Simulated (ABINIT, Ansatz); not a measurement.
**NbB2 (P6/mmm): zone-centre phonons**

Which modes does NbB2 (P6/mmm) have at the zone centre?

Method: DFT LDA, scalar-relativistic, plane waves, JTH PAW pseudopotentials, in ABINIT 10.8.3.

## Step 1: Starting point

It takes space group P6/mmm (No. 191, hexagonal). Conventional cell: a = 3.073 Å, b = 3.073 Å, c = 3.279 Å, α = 90.00°, β = 90.00°, γ = 120.00°. Nearest to Nb lie 12 B at 2.42 Å. B has 3 B at 1.77 Å and 6 Nb at 2.42 Å nearest. Farther neighbours are not listed.

## Step 2: Relaxing the cell and atoms

The harmonic expansion needs vanishing forces, and a free crystal bears no stress, so cell and atoms are brought to rest. Stress is more sensitive to the basis than forces are: the last 3 Ha under the cutoff are smoothed with ecutsm, and the cutoff is raised above that of the later runs.

The starting cell comes from a relaxation made beforehand in Ansatz (LDA, PAW).

relax.abi

```
# relaxation
ionmov 2
optcell 2
dilatmx 1.08
ntime 40
tolmxf 1.0d-05
tolvrs 1.0d-14
prtwf 0
prtden 0
chksymtnons 0

# basis, mesh and filling
ecut 24.0
ecutsm 3.0
pawecutdg 48.0
ngkpt 12 12 8
nshiftk 1
shiftk 0.0 0.0 0.0
istwfk *1
occopt 7
tsmear 0.01
nband 16
nstep 100
diemac 1000000.0
prtebands 0
prtgsr 0

# cell and atoms
acell 3*1.0 Angstrom
rprim 
    3.072900083 0.0 0.0
    -1.536450042 2.661209535 0.0
    0.0 0.0 3.278522515
ntypat 2
znucl 41 5
natom 3
typat 1 2 2
xred 
    0.0 0.0 0.0
    1/3 2/3 0.5
    2/3 1/3 0.5
pp_dirpath "./pseudo"
pseudos "Nb.xml, B.xml"
```

Started as:

```sh
> OMP_NUM_THREADS=1 mpirun -n 4 abinit relax.abi > relax.log
```

Numbers of over 12 decimals in the logs are rounded to 6 here.

relax.abo, the main output file:

```text
[banners, grids, parts of the stress and lines that vanish by symmetry left out]
- input  file    -> relax.abi
- output file    -> relax.abo
- root for input  files -> relaxi
[...]
Symmetries : space group P6/m m m (#191); Bravais hP (primitive hexag.)
[...]
mpw =        1296          nfft =       27000          nkpt =          95
[...]
== DATASET  1 ==================================================================
[...]
cutoff_energies: {ecut:  24.0, pawecutdg:  48.0, }
[...]
ETOT  1  -63.543622405218    -6.354E+01 3.099E-01 3.952E+01
 ETOT  2  -63.571566924674    -2.794E-02 3.497E-02 6.059E+00
 ETOT  3  -63.567359160084     4.208E-03 1.871E-02 5.019E-01
 ETOT  4  -63.567584595558    -2.254E-04 6.613E-03 4.162E-03
 ETOT  5  -63.567586083119    -1.488E-06 5.126E-03 1.216E-03
[...]
At SCF step   16       nres2   =  9.35E-15 < tolvrs=  1.00E-14 =>converged.
[...]
sigma(1 1)=  5.25716158E-06  sigma(3 2)=  0.00000000E+00
  sigma(2 2)=  5.25716332E-06  sigma(3 1)=  0.00000000E+00
  sigma(3 3)= -1.80187809E-06  sigma(2 1)=  2.56680123E-12
[...]
convergence: {deltae:  2.132E-13, res2:  9.348E-15, residm:  9.945E-05, diffor: null, }
etotal    :  -6.35675851E+01
[...]
ETOT  1  -63.567585891066    -6.357E+01 4.938E-04 3.142E-04
[...]
At SCF step   10       nres2   =  1.42E-15 < tolvrs=  1.00E-14 =>converged.
[...]
sigma(1 1)=  1.56524416E-06  sigma(3 2)=  0.00000000E+00
  sigma(2 2)=  1.56524589E-06  sigma(3 1)=  0.00000000E+00
  sigma(3 3)= -3.15976194E-06  sigma(2 1)=  2.56745285E-12
[...]
convergence: {deltae:  2.771E-13, res2:  1.424E-15, residm:  3.682E-06, diffor: null, }
etotal    :  -6.35675854E+01
[...]
ETOT  1  -63.567585711089    -6.357E+01 3.863E-03 1.493E-04
[...]
At SCF step    9       nres2   =  1.12E-15 < tolvrs=  1.00E-14 =>converged.
[...]
sigma(1 1)= -3.68242045E-07  sigma(3 2)=  0.00000000E+00
  sigma(2 2)= -3.68240306E-07  sigma(3 1)=  0.00000000E+00
  sigma(3 3)= -2.15068439E-06  sigma(2 1)=  2.56746651E-12
[...]
convergence: {deltae: -3.553E-14, res2:  1.122E-15, residm:  1.204E-06, diffor: null, }
etotal    :  -6.35675855E+01
[...]
ETOT  1  -63.567585595377    -6.357E+01 1.148E-06 5.879E-05
[...]
At SCF step    9       nres2   =  3.63E-15 < tolvrs=  1.00E-14 =>converged.
[...]
sigma(1 1)= -4.08557892E-07  sigma(3 2)=  0.00000000E+00
  sigma(2 2)= -4.08556153E-07  sigma(3 1)=  0.00000000E+00
  sigma(3 3)= -5.90063197E-07  sigma(2 1)=  2.56717458E-12
[...]
convergence: {deltae:  2.203E-13, res2:  3.631E-15, residm:  1.458E-06, diffor: null, }
etotal    :  -6.35675855E+01
[...]
ETOT  1  -63.567585504793    -6.357E+01 1.592E-06 7.017E-06
[...]
ETOT  7  -63.567585491944     3.340E-13 4.766E-07 4.740E-13
 ETOT  8  -63.567585491944     2.132E-14 9.399E-07 8.108E-15
 At SCF step    8       nres2   =  8.11E-15 < tolvrs=  1.00E-14 =>converged.
[...]
sigma(1 1)= -8.13431453E-08  sigma(3 2)=  0.00000000E+00
  sigma(2 2)= -8.13414068E-08  sigma(3 1)=  0.00000000E+00
  sigma(3 3)= -4.65460576E-08  sigma(2 1)=  2.56703990E-12
[...]
convergence: {deltae:  2.132E-14, res2:  8.108E-15, residm:  9.399E-07, diffor: null, }
etotal    :  -6.35675855E+01
[...]
At Broyd/MD step   5, gradients are converged :
[...]
sigma(1 1)= -8.13431453E-08  sigma(3 2)=  0.00000000E+00
  sigma(2 2)= -8.13414068E-08  sigma(3 1)=  0.00000000E+00
  sigma(3 3)= -4.65460576E-08  sigma(2 1)=  2.56703990E-12
[...]
- sigma(1 1)= -2.39319796E-03  sigma(3 2)=  0.00000000E+00
- sigma(2 2)= -2.39314681E-03  sigma(3 1)=  0.00000000E+00
- sigma(3 3)= -1.36943229E-03  sigma(2 1)=  7.55249213E-08
[...]
fcart     -0.0000000000E+00 -0.0000000000E+00 -0.0000000000E+00
           strten     -8.1343145350E-08 -8.1341406850E-08 -4.6546057600E-08
================================================================================

[key lines of the parts left out:]
pressure_GPa:   2.0519E-03
Total energy DC (eV): -1.05180093317789E+05
```

The job ended after 84 s (4 MPI ranks of Intel Xeon at 2.70GHz, shared host).

Little changed from the start: no atom moved by 0.005 Å and no cell edge by 0.1 %.

Numbers from this step:

- volume per atom: 8.935 Å³
- pressure: 0.002052 GPa
- gap on the k-mesh: 0 eV

## Step 3: Self-consistent run for the response

The response is built on these wavefunctions, so the potential is converged far more tightly than an energy would need. Occupations are smeared.

gs.abi

```
# ground state
tolvrs 1.0d-16
prtden 1
prtwf 1

# basis, mesh and filling
ecut 18.0
pawecutdg 36.0
ngkpt 12 12 8
nshiftk 1
shiftk 0.0 0.0 0.0
istwfk *1
occopt 7
tsmear 0.01
nband 16
nstep 100
diemac 1000000.0
prtebands 0
prtgsr 0

# cell and atoms
acell 3*1.0 Angstrom
rprim 
    3.071944869 0.0 0.0
    -1.535972435 2.660382295 0.0
    0.0 0.0 3.279769309
ntypat 2
znucl 41 5
natom 3
typat 1 2 2
xred 
    0.0 0.0 0.0
    1/3 2/3 0.5
    2/3 1/3 0.5
pp_dirpath "./pseudo"
pseudos "Nb.xml, B.xml"
```

Started as:

```sh
> OMP_NUM_THREADS=1 mpirun -n 4 abinit gs.abi > gs.log
```

gs.abo, the main output file:

```text
[banners, grids, parts of the stress and lines that vanish by symmetry left out]
- input  file    -> gs.abi
- output file    -> gs.abo
- root for input  files -> gsi
[...]
Symmetries : space group P6/m m m (#191); Bravais hP (primitive hexag.)
[...]
mpw =         684          nfft =       13824          nkpt =          95
[...]
== DATASET  1 ==================================================================
[...]
cutoff_energies: {ecut:  18.0, pawecutdg:  36.0, }
[...]
ETOT  1  -63.553106050090    -6.355E+01 4.291E-01 1.998E+01
 ETOT  2  -63.570035191722    -1.693E-02 7.471E-02 2.919E+00
 ETOT  3  -63.566485524765     3.550E-03 9.849E-03 2.501E-01
 ETOT  4  -63.566707148263    -2.216E-04 2.857E-03 1.979E-03
 ETOT  5  -63.566707955018    -8.068E-07 1.224E-03 5.588E-04
[...]
ETOT 18  -63.566707117741    -5.684E-14 8.314E-05 1.503E-15
 ETOT 19  -63.566707117741    -1.705E-13 2.997E-05 1.974E-17
 At SCF step   19       nres2   =  1.97E-17 < tolvrs=  1.00E-16 =>converged.
[...]
sigma(1 1)=  8.32071065E-06  sigma(3 2)=  0.00000000E+00
  sigma(2 2)=  8.32071660E-06  sigma(3 1)=  0.00000000E+00
  sigma(3 3)=  7.91359109E-06  sigma(2 1)=  2.56941637E-12
[...]
convergence: {deltae: -1.705E-13, res2:  1.974E-17, residm:  2.997E-05, diffor: null, }
etotal    :  -6.35667071E+01
[...]
sigma(1 1)=  8.32071065E-06  sigma(3 2)=  0.00000000E+00
  sigma(2 2)=  8.32071660E-06  sigma(3 1)=  0.00000000E+00
  sigma(3 3)=  7.91359109E-06  sigma(2 1)=  2.56941637E-12
[...]
- sigma(1 1)=  2.44803759E-01  sigma(3 2)=  0.00000000E+00
- sigma(2 2)=  2.44803934E-01  sigma(3 1)=  0.00000000E+00
- sigma(3 3)=  2.32825888E-01  sigma(2 1)=  7.55948396E-08
[...]
fcart     -6.1845141496E-29 -1.7853154550E-28 -0.0000000000E+00
           strten      8.3207106493E-06  8.3207166028E-06  7.9135910934E-06
================================================================================

[key lines of the parts left out:]
pressure_GPa:  -2.4081E-01
Total energy DC (eV): -1.05180069416009E+05
```

Run time: 29 s. Hardware: 4 MPI ranks.

Numbers from this step:

| Quantity | Value |
| --- | --- |
| pressure | -0.2408 GPa |

The cell stands at -0.24 GPa: the relaxation ran with a smoothed and higher cutoff, and the difference is a stress of the finite basis.

(Continued in part 2 of 3.)

[Host names and launcher messages were left out of these logs when they were recorded.]

[Logs are printed without paths, hosts, clocks, repeated set-up lines and the standing remarks that a program may print on its own settings, such as how far it seeks lower states.]

[Hosts, paths, dates, database ids (printed as entryN), source tags and the programs' standing remarks are cut or masked in the printed files.]
